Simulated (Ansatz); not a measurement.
# Lattice dynamics of BiSb (model cell, started as zinc blende)

Aim: the phonons of BiSb (model cell, started as zinc blende) at a cell relaxed beforehand at this level. After the zone centre comes a 2×2×2 q mesh on a 10×10×10 k mesh.

Method: DFT PBE, scalar-relativistic, plane waves, PAW, in Ansatz 0.2.0.

The structure was built from a prototype and need not be the compound's stable phase.

### Step 1. The structure

The structure is cubic, space group F-43m (No. 216). Conventional cell: a = 7.142 Å, b = 7.142 Å, c = 7.142 Å, α = 90.00°, β = 90.00°, γ = 90.00°. Bi has 4 Sb at 3.09 Å nearest. Nearest to Sb lie 4 Bi at 3.09 Å. Farther neighbours are not listed.

### Step 2. Modes at Γ

The cell comes from relaxations at this level that are not shown. The zone centre comes first: it holds the modes that light can see, as far as symmetry allows. No field response is asked, since the mesh shows no gap.

input.yaml

```yaml
crystal:
  lattice:
    - [0.0, 3.5712225035, 3.5712225035]
    - [3.5712225035, 0.0, 3.5712225035]
    - [3.5712225035, 3.5712225035, 0.0]
  atoms:
    - { symbol: Bi, position: [0.0, 0.0, 0.0] }
    - { symbol: Sb, position: [0.25, 0.25, 0.25] }
kpoints:
  mp_grid: { grid: [10, 10, 10] }
hamiltonian:
  xc: pbe
scf:
  occupations: { method: methfessel_paxton, width: 0.15 }
output:
  eigenvalues: true
phonons:
  method: dfpt
```

Command:

```console
$ ansatz run input.yaml --threads 4 --pin off --max-ram 7168MiB --backend cpu --events-out ev --progress --plain --runs-dir out
```

Numbers of over 12 decimals in the logs are rounded to 6 here.

The log of the run:

```text
zone centre: on kpoints.mp_grid the ground state, and the responses unless they are solved on pairs of k-points, stand on 102 of the mesh's 1000 k-points, reduced under 8 symmetry operations, with k and −k counted as one. Each operation leaves every solved displacement unchanged or reverses it
Engine: ansatz 0.2.0, aarch64-unknown-linux-gnu
Pseudopotentials: kind: paw
Pseudopotential: Bi, paw, valence charge 15, recommended cutoff 420 eV (normal), Bi.paw.azcp
Pseudopotential: Sb, paw, valence charge 15, recommended cutoff 420 eV (normal), Sb.paw.azcp
Functional definition: PBE
  parameter kappa = 0.804
  parameter beta = 0.066725
  exchange = pbe_x(kappa = kappa, mu = beta*pi^2/3)
  correlation = pbe_c(beta = beta)
Crystal: 2 atoms, lattice volume = 91.092 Å³
Basis set: ecut = 420 eV, 1807 PW (Γ), exchange–correlation on 72×72×72 points (8 copies of the dense FFT grid, shifted against one another)
Bands: 19, of which v1, the nominal top of the filled ones, is band 15 counted from 1 (14 counted from 0)
Symmetry: 24 space group operations
k-points: 102 of 1000 (irreducible under 8 space group operations, time reversal used)
Non-local potential: Bi, projectors of the file, l = 0: 2, l = 1: 2, l = 2: 2, l = 3: 2
Non-local potential: Sb, projectors of the file, l = 0: 2, l = 1: 2, l = 2: 2, l = 3: 2
PAW form: soft (Blöchl's): semilocal exchange-correlation on the pseudo side does not see the compensation charge
PAW one-centre angular grid: Bi, 590 points (default); XC on 64 Gauss nodes
PAW one-centre angular grid: Sb, 590 points (default); XC on 64 Gauss nodes
Initial density: superposition of atomic densities (neutral atoms: chi_scale 0, normalization atom), corrected by the library's trained network
Initial wavefunctions: pseudopotential atomic-orbital guess
Functional: x = pbe(κ = 0.804, μ = 0.219515), c = pbe(β = 0.066725)
SCF iter   1: F=—  HF=-18880.587268 eV  |F-HF|=—  |Δ(HF+E_count)|=         —  Δρ=1.24e-3  dr2=2.63e-3  ethr=1.77e-3  ⟨swp⟩=6.0  Hψ=9895  notcnv=0
preconditioner: auto → none  [metal: Δε(μ)=0.017 eV  Ē_g=8.095 eV  σ=0.150 eV  W_gap=0.10  n_scr=14 (ndim 8)  ℏωp=12.3 eV  f_vac=0.151  D(μ)=1.14/eV (n_scr^D=0)  sad-step TF]
SCF iter   2: F=—  HF=-18880.585892 eV  |F-HF|=—  |Δ(HF+E_count)|=   1.38e-3  S|Δr|=    0.00e0  Δρ=6.67e-4  dr2=7.83e-4  ethr=8.76e-6  ⟨swp⟩=2.0  Hψ=4270  notcnv=0
SCF iter   3: F=—  HF=-18880.586041 eV  |F-HF|=—  |Δ(HF+E_count)|=   1.49e-4  S|Δr|=    0.00e0  Δρ=2.90e-4  dr2=7.37e-5  ethr=2.61e-6  ⟨swp⟩=3.0  Hψ=3543  notcnv=0
SCF iter   4: F=—  HF=-18880.586038 eV  |F-HF|=—  |Δ(HF+E_count)|=   3.36e-6  S|Δr|=    0.00e0  Δρ=1.20e-4  dr2=2.67e-5  ethr=2.46e-7  ⟨swp⟩=2.0  Hψ=2971  notcnv=0
SCF iter   5: F=—  HF=-18880.586033 eV  |F-HF|=—  |Δ(HF+E_count)|=   5.40e-6  S|Δr|=    0.00e0  Δρ=6.89e-5  dr2=2.91e-6  ethr=8.90e-8  ⟨swp⟩=2.1  Hψ=2310  notcnv=0
SCF iter   6: F=—  HF=-18880.586025 eV  |F-HF|=—  |Δ(HF+E_count)|=   7.98e-6  S|Δr|=    0.00e0  Δρ=2.85e-5  dr2=5.23e-7  ethr=9.70e-9  ⟨swp⟩=2.0  Hψ=3478  notcnv=0
SCF iter   7: F=—  HF=-18880.586024 eV  |F-HF|=—  |Δ(HF+E_count)|=   1.90e-7  S|Δr|=    0.00e0  Δρ=1.48e-5  dr2=1.39e-7  ethr=1.74e-9  ⟨swp⟩=2.4  Hψ=3498  notcnv=0
SCF iter   8: F=—  HF=-18880.586024 eV  |F-HF|=—  |Δ(HF+E_count)|=   7.40e-8  S|Δr|=    0.00e0  Δρ=2.91e-6  dr2=5.01e-9  ethr=4.63e-10  ⟨swp⟩=2.0  Hψ=3427  notcnv=0
SCF iter   9: F=—  HF=-18880.586024 eV  |F-HF|=—  |Δ(HF+E_count)|=   3.02e-9  S|Δr|=    0.00e0  Δρ=5.95e-7  dr2=2.08e-10  ethr=1.67e-11  ⟨swp⟩=2.0  Hψ=3470  notcnv=0
SCF iter  10: F=-18880.586024 eV  HF=-18880.586024 eV  |F-HF|=1.82e-11  |Δ(HF+E_count)|=  1.16e-10  S|Δr|=    0.00e0  Δρ=1.67e-8  dr2=3.05e-13  ethr=1.00e-12  ⟨swp⟩=5.3  Hψ=10541  notcnv=0
SCF 1 converged in 10 iterations: F = -18880.586024 eV  dr2 = 3.05e-13
  greatest PAW one-centre occupation: 0.996 electrons in one spin orbital (limit 2), on the Sb atom at site 1 (counted from 0), in its partial waves of l = 2
DFPT response loops at Γ: preconditioner auto → none (partly filled bands, converged f_vac=0.157); β = 0.50; Broyden in place of MSR1
SCF converged after 10 iterations
Stability not checked: this state was not tested for a lower state beside it, because cold or Methfessel-Paxton smearing, or corrected tetrahedra, fill the levels in a way that the test cannot read (fill_not_monotonic; see scf.lower_state_search)
Free energy (F): -18880.586024 eV
Harris-Foulkes:  -18880.586024 eV  (|F-HF|=1.82e-11)
Internal energy: -18880.585459 eV  (E = F + TS)
E sigma→0 (E₀):  -18880.585883 eV
Entropy (-TS):   -0.000565 eV (-0.283 meV/atom)
Fermi energy:    5.922348 eV
--- Per-component energies (eV) ---
  E_band       = -391.548775
  E_kinetic    = 507.525423
  E_local      = -3877.021174  (includes V_loc(G=0)·N_el)
  E_nonlocal   = 921.386867
  E_hartree    = 1537.370232
  E_xc         = -288.722734
  E_vxc        = -238.927614  (∫ρ·V_xc dr)
  E_paw        = -15237.591213  (= ΣΔE_a)
  E_vpaw       = -779.252342  (= ΣTr[D̂ρ^β])
  E_aug_tail   = -0.000434  (compensation charges beyond the density's cutoff)
  E_ewald      = -2443.532426
  E_smearing   = -0.000565  (= −TS)
  E_closure    = -0.000000  (closes the sum)
  Σ components = -18880.586024   (vs F -18880.586024, Δ=0.00e0)
--- Band table (eV; the first three rows and the last of 102) ---
  k-point 0: bands = [... 11 lower, -0.5712, 4.4270, 4.4270, 4.4270, 6.6449, 6.6449, 6.6449, 9.5679]
  k-point 1: bands = [... 11 lower, -0.7596, 4.3211, 4.3211, 4.3586, 6.7872, 6.7960, 6.7960, 9.9329]
  k-point 2: bands = [... 11 lower, -1.2344, 4.0926, 4.0926, 4.1458, 7.1283, 7.1283, 7.3142, 10.7031]
  k-point 101: bands = [... 11 lower, -3.0912, 2.5861, 2.6052, 6.2410, 6.6786, 8.7908, 8.8934, 11.9183]
--- Phonons (Γ-DFPT): 2 representative perturbations + reference, on 102 of 1000 k-points (Σ response iterations 6) ---
  k mesh reduced under 8 symmetry operations, with k and −k counted as one. Each operation leaves every solved displacement unchanged or reverses it
  ASR residual: 8.351e-5 → 0.000e0 eV/Å²; symmetrization residual: 6.066e-5 eV/Å²
  ASR residual per site (eV/Å²): 8.35e-5 6.21e-5
  Γ frequencies (cm⁻¹): 0.00 0.00 0.00 115.47 115.47 115.47
  non-analytic LO–TO correction: not included (Born effective charges unavailable; polar crystals: no LO–TO splitting at Γ)
```

Run time: 14 s. Hardware: 4 threads of Arm Neoverse V2, shared host; peak memory 0.87 GiB.

Numbers from this step:

- volume per atom: 45.55 Å³
- gap on the k-mesh: 0 eV
- sum-rule residual before enforcement: 8.35e-5 eV/Å²
- point group: -43m
- highest optical mode at the zone centre (no LO-TO term): 115.5 cm⁻¹
- lowest optical zone-centre mode: 115.5 cm⁻¹

Patterns of degenerate modes are one choice out of their space. Modes at Γ, with each element's share of the kinetic energy:

```
mode  frequency (cm⁻¹)  symmetry  Bi %  Sb %
   1               0.0  acoustic    63    37
   2               0.0  acoustic    63    37
   3               0.0  acoustic    63    37
   4             115.5        T2    37    63
   5             115.5        T2    37    63
   6             115.5        T2    37    63
```

Displacements in mode 4 (115.5 cm⁻¹), the largest set to 1:
```
Bi1 -0.58  0.00  0.00
Sb2  1.00  0.00  0.00
```

Before it was imposed, the acoustic sum rule was missed by 8.4e-5 eV/Å². Small misses are needed for a sound result but don't prove that mesh and cutoff are converged. The lowest optical mode is real, 115 cm⁻¹.

[end of part 1 of 2]

[Logs are printed without paths, hosts, clocks, repeated set-up lines and the standing remarks that a program may print on its own settings, such as how far it seeks lower states.]

[Hosts, paths, dates, database ids (printed as entryN), source tags and the programs' standing remarks are cut or masked in the printed files.]
